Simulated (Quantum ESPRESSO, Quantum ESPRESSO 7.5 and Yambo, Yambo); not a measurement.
# A GW chain in Yambo: OsClF (1T monolayer (Janus))

How does a plane-wave GW calculation on OsClF (1T monolayer (Janus)) run from the first input to the gap?

Method: PBE and many-body steps on it, plane waves, in Quantum ESPRESSO 7.5 and Yambo 5.3.0.

This is a report of a sequence of runs, with most program output left out.

**1. The structure**

The cell holds 3 atoms: 1 Os, 1 F and 1 Cl. Its edges and angles: a = 3.487 Å, b = 3.487 Å, c = 14.000 Å, α = 90.0°, β = 90.0°, γ = 120.0°. Vacuum lies along c.

As a file:

```cif
data_structure
_symmetry_space_group_name_H-M 'P 1'
_symmetry_Int_Tables_number 1
_cell_length_a 3.4865
_cell_length_b 3.4865
_cell_length_c 14.0000
_cell_angle_alpha 90.000
_cell_angle_beta 90.000
_cell_angle_gamma 120.000
_cell_volume 147.38
loop_
_atom_site_label
_atom_site_type_symbol
_atom_site_fract_x
_atom_site_fract_y
_atom_site_fract_z
_atom_site_occupancy
Os1 Os 0.00000 0.00000 0.49977 1
F2 F 0.33333 0.66667 0.57579 1
Cl3 Cl 0.66667 0.33333 0.42445 1
```

The structure was relaxed with PBE. The runs that relaxed it are not among those shown.

**2. Ground state**

This step: Quantum ESPRESSO 7.5; DFT, PBE with spin-orbit coupling, plane waves, norm-conserving pseudopotentials.

The ground-state density comes first.

pw.in reads:

```
&control
  calculation = 'scf'
  prefix = 'x'
  outdir = 'o'
  pseudo_dir = 'pseudo'
/
&system
  ibrav = 0
  nat = 3
  ntyp = 3
  ecutwfc = 72.0
  nbnd = 40
  force_symmorphic = .true.
  noncolin = .true.
  lspinorb = .true.
/
&electrons
  conv_thr = 1e-10
  electron_maxstep = 80
  mixing_beta = 0.5
/
ATOMIC_SPECIES
  Os 190.23 Os.upf
  F 18.998 F.upf
  Cl 35.45 Cl.upf
CELL_PARAMETERS angstrom
  3.4865083883 -0.0000000001 0.0000000000
  -1.7432541941 3.0194048348 0.0000000000
  0.0000000000 0.0000000000 14.0000000000
ATOMIC_POSITIONS crystal
  Os 0.0000000000 0.0000000000 0.4997666318
  F 0.3333333333 0.6666666667 0.5757877442
  Cl 0.6666666667 0.3333333333 0.4244456239
K_POINTS automatic
  12 12 1 0 0 0
```

The run is started by

```sh
$ OMP_NUM_THREADS=1 mpirun -n 4 pw.x -nk 4 -in pw.in > pw.out
```

Wall time 73 s (4 MPI ranks of Arm Neoverse V2, shared host); peak memory 1.1 GiB; 4.8 min of CPU time.

This step gave:

```yaml
total_energy: -3873.6120 eV
gap: 1.110 eV
k_of_the_valence_top: 0, 0.1667, 0
k_of_the_conduction_bottom: 0.1667, 0.25, 0
least_direct_gap: 1.286 eV
```

The gap is indirect, with the least direct gap 0.18 eV higher.

**3. Bands along the symmetry lines**

Levels along a band path, at the cheap level, show where the edges lie and whether the meshes to come will hold them.

pw.in reads:

```
&control
  calculation = 'bands'
  prefix = 'x'
  outdir = 'o'
  pseudo_dir = 'pseudo'
/
&system
  ibrav = 0
  nat = 3
  ntyp = 3
  ecutwfc = 72.0
  nbnd = 42
  force_symmorphic = .true.
  noncolin = .true.
  lspinorb = .true.
/
&electrons
  conv_thr = 1e-9
  electron_maxstep = 80
  diago_full_acc = .true.
  diago_thr_init = 5e-6
/
ATOMIC_SPECIES
  Os 190.23 Os.upf
  F 18.998 F.upf
  Cl 35.45 Cl.upf
CELL_PARAMETERS angstrom
  3.4865083883 -0.0000000001 0.0000000000
  -1.7432541941 3.0194048348 0.0000000000
  0.0000000000 0.0000000000 14.0000000000
ATOMIC_POSITIONS crystal
  Os 0.0000000000 0.0000000000 0.4997666318
  F 0.3333333333 0.6666666667 0.5757877442
  Cl 0.6666666667 0.3333333333 0.4244456239
K_POINTS crystal
  25
  0.00000000 0.00000000 0.00000000 1
  0.06250000 0.00000000 0.00000000 1
  0.12500000 0.00000000 0.00000000 1
  0.18750000 0.00000000 0.00000000 1
  0.25000000 0.00000000 0.00000000 1
  0.31250000 0.00000000 0.00000000 1
  0.37500000 0.00000000 0.00000000 1
  0.43750000 0.00000000 0.00000000 1
  0.50000000 0.00000000 0.00000000 1
  0.47916667 0.04166667 0.00000000 1
  0.45833333 0.08333333 0.00000000 1
  0.43750000 0.12500000 0.00000000 1
  0.41666666 0.16666666 0.00000000 1
  0.39583333 0.20833333 0.00000000 1
  0.37500000 0.25000000 0.00000000 1
  0.35416666 0.29166666 0.00000000 1
  0.33333333 0.33333333 0.00000000 1
  0.29166666 0.29166666 0.00000000 1
  0.25000000 0.25000000 0.00000000 1
  0.20833333 0.20833333 0.00000000 1
  0.16666666 0.16666666 0.00000000 1
  0.12500000 0.12500000 0.00000000 1
  0.08333333 0.08333333 0.00000000 1
  0.04166667 0.04166667 0.00000000 1
  0.00000000 0.00000000 0.00000000 1
```

The job ended after 33 s (4 MPI ranks; peak memory 0.69 GiB; 2.2 min of CPU time).

Numbers from this step:

| Quantity | Value |
| --- | --- |
| gap | 1.109 eV |
| k of the valence top | 0.1875, 0, 0 |
| k of the conduction bottom | 0.2083, 0.2083, 0 |
| least direct gap | 1.286 eV |

The gap is 1.109 eV, −0.001 eV from the run before at this level.

The electronic bands at the labelled points (eV, zero at the top of the highest filled band):

```csv
point,band 27,band 28,band 29,band 30,band 31,band 32,band 33,band 34
Γ,-1.52,-1.52,-0.17,-0.17,2.19,2.19,2.40,2.40
halfway,-1.05,-1.01,-0.31,-0.07,1.28,1.56,2.14,2.26
M,-0.86,-0.86,-0.35,-0.35,1.28,1.28,2.14,2.14
halfway,-1.10,-0.69,-0.48,-0.32,1.12,1.51,2.00,2.26
K,-1.17,-0.57,-0.54,-0.32,1.25,1.48,2.11,2.30
halfway,-1.12,-0.97,-0.38,-0.12,1.16,1.56,1.83,2.20
Γ,-1.52,-1.52,-0.17,-0.17,2.19,2.19,2.40,2.40
```

**4. Empty states on the mesh, 9×9×1 mesh, 188 bands**

The sums over transitions need many empty states on a uniform mesh; this step solves for them.

pw.in reads:

```
&control
  calculation = 'nscf'
  prefix = 'x'
  outdir = 'o'
  pseudo_dir = 'pseudo'
/
&system
  ibrav = 0
  nat = 3
  ntyp = 3
  ecutwfc = 72.0
  nbnd = 188
  force_symmorphic = .true.
  noncolin = .true.
  lspinorb = .true.
/
&electrons
  conv_thr = 1e-9
  electron_maxstep = 80
  diago_full_acc = .true.
  diago_thr_init = 5e-6
/
ATOMIC_SPECIES
  Os 190.23 Os.upf
  F 18.998 F.upf
  Cl 35.45 Cl.upf
CELL_PARAMETERS angstrom
  3.4865083883 -0.0000000001 0.0000000000
  -1.7432541941 3.0194048348 0.0000000000
  0.0000000000 0.0000000000 14.0000000000
ATOMIC_POSITIONS crystal
  Os 0.0000000000 0.0000000000 0.4997666318
  F 0.3333333333 0.6666666667 0.5757877442
  Cl 0.6666666667 0.3333333333 0.4244456239
K_POINTS automatic
  9 9 1 0 0 0
```

Wall time 2.1 min (4 MPI ranks); peak memory 1.6 GiB; 8.4 min of CPU time.

Numbers from this step:

```
gap                                                           : 1.112 eV
k of the valence top                                          : 0.1111, 0.1111, 0
k of the conduction bottom                                    : 0.2222, 0.2222, 0
least direct gap                                              : 1.311 eV
k points computed                                             : 12
lowest point of the top converged band, above the valence top : 37.08 eV
```

On this mesh the gap is 1.112 eV.

**5. Conversion and set-up**

This step: Yambo 5.3.0; conversion and set-up on PBE with spin-orbit coupling, plane waves, norm-conserving pseudopotentials.

The states are converted to the many-body program's format and the q mesh is built.

The run is started by

```sh
$ (cd o/x.save; p2y > p2y.log; mv SAVE ../..); yambo > setup.log
```

The job ended after 4.5 s (1 MPI rank; peak memory 0.25 GiB).

**6. Screening and self-energy, 9×9×1 mesh, 188 bands, screening to 108.8 eV**

G0W0 replaces the xc potential by the self-energy, built once from these orbitals. Only a window of levels is corrected, while the sums run over the empty bands that the input names.

This step: G0W0 on PBE with spin-orbit coupling, plane waves, norm-conserving pseudopotentials.

gw3.in reads:

```
HF_and_locXC
gw0
dyson
ppa
em1d
rim_cut
rim_w
RandQpts= 3000000
RandGvec= 100 RL
CUTGeo= "slab z"
RandGvecW= 9 RL
EXXRLvcs= 72 Ry
VXCRLvcs= 288 Ry
Chimod= "HARTREE"
% BndsRnXp
 1 | 188 |
%
NGsBlkXp= 8 Ry
% LongDrXp
 1 | 1 | 0 |
%
% GbndRnge
 1 | 188 |
%
DysSolver= "n"
ExtendOut
PPAPntXp= 27.21138 eV
% QPkrange
 6 | 6 | 27 | 34 |
 10 | 10 | 27 | 34 |
 7 | 7 | 27 | 34 |
 1 | 1 | 27 | 34 |
%
```

The run is started by

```sh
$ OMP_NUM_THREADS=1 mpirun -n 4 yambo -F gw3.in -J gw3 -C gw3 > gw3.log
```

The job ended after 29 min (4 MPI ranks; peak memory 6.8 GiB).

Numbers from this step:

```yaml
g0w0_gap_on_the_mesh: 2.403 eV
starting_gap_on_the_mesh: 1.112 eV
k_of_the_valence_top: 0.1111, 0.1111, 0
k_of_the_conduction_bottom: 0.1111, 0.2222, 0
least_direct_g0w0_gap_on_the_computed_points: 2.481 eV
z_at_the_valence_top: 0.7557
z_at_the_conduction_bottom: 0.7643
```

The gap on the mesh goes from 1.11 eV to 2.40 eV, a correction of +1.29 eV.

Limits: finite bands, cutoff and mesh; d states lean on the start. v1 is the top filled band, c1 the lowest empty one. The levels before and after the correction (eV, zero at the valence-band top of each column):

```csv
,conduction bottom,valence top
Kohn-Sham,1.11,0.00
G0W0,2.40,0.00
```

```csv
,level,energy (eV)
Kohn-Sham,(0.111 0.111 0) v3,-1.174
Kohn-Sham,(0.111 0.111 0) v2,-0.247
Kohn-Sham,(0.111 0.111 0) v1,0.000
Kohn-Sham,(0.111 0.111 0) c1,1.429
Kohn-Sham,(0.111 0.111 0) c2,1.771
Kohn-Sham,(0.111 0.111 0) c3,1.977
Kohn-Sham,(0.111 0.222 0) v3,-0.942
Kohn-Sham,(0.111 0.222 0) v2,-0.383
Kohn-Sham,(0.111 0.222 0) v1,-0.144
Kohn-Sham,(0.111 0.222 0) c1,1.167
Kohn-Sham,(0.111 0.222 0) c2,1.527
Kohn-Sham,(0.111 0.222 0) c3,1.901
G0W0,(0.111 0.111 0) v3,-1.158
G0W0,(0.111 0.111 0) v2,-0.273
G0W0,(0.111 0.111 0) v1,0.000
G0W0,(0.111 0.111 0) c1,2.639
G0W0,(0.111 0.111 0) c2,3.000
G0W0,(0.111 0.111 0) c3,3.308
G0W0,(0.111 0.222 0) v3,-0.925
G0W0,(0.111 0.222 0) v2,-0.342
G0W0,(0.111 0.222 0) v1,-0.079
G0W0,(0.111 0.222 0) c1,2.403
G0W0,(0.111 0.222 0) c2,2.777
G0W0,(0.111 0.222 0) c3,3.269
```

**7. Where the time went**

Times are wall times on the hardware named with each run, good to a factor of about two.

```csv
step,time,share,memory (GiB)
ground state,73 s,4 %,1.1
bands along the symmetry lines,33 s,2 %,0.69
empty states on the mesh,2.1 min,6 %,1.6
conversion and set-up,4.5 s,0 %,0.25
screening and self-energy,29 min,88 %,6.8
```

**8. What came out**

| Property | Result |
| --- | --- |
| PBE gap | 1.11 eV, indirect |
| G0W0 gap on the mesh | 2.40 eV |
| GW settings | 9×9×1 mesh, 188 bands, screening to 108.8 eV, Godby-Needs plasmon pole |
| known limits | not at the basis limit; d states lean on the start |

**Reading.** G0W0 moves the gap on the mesh from 1.11 eV to 2.40 eV (+1.29 eV), with Z of 0.76 and 0.76 at the edges. The dearest step here is «screening and self-energy». Bands and cutoff are finite, so the gap is not at the basis limit. The miss can reach some tenths of an eV and take either sign; the mesh is an error of its own. With d states at the gap, one-shot GW leans hard on its start.

[Paths, hosts, dates, memory and timing lines, banners, echoed tables and standing remarks are left out of the program output.]

[Logs are printed without paths, hosts, clocks, repeated set-up lines and the standing remarks that a program may print on its own settings, such as how far it seeks lower states.]

[Runs of the session that timed out or met a known fault of the program may be left out.]

[Hosts, paths, dates, database ids (printed as entryN), source tags and the programs' standing remarks are cut or masked in the printed files.]
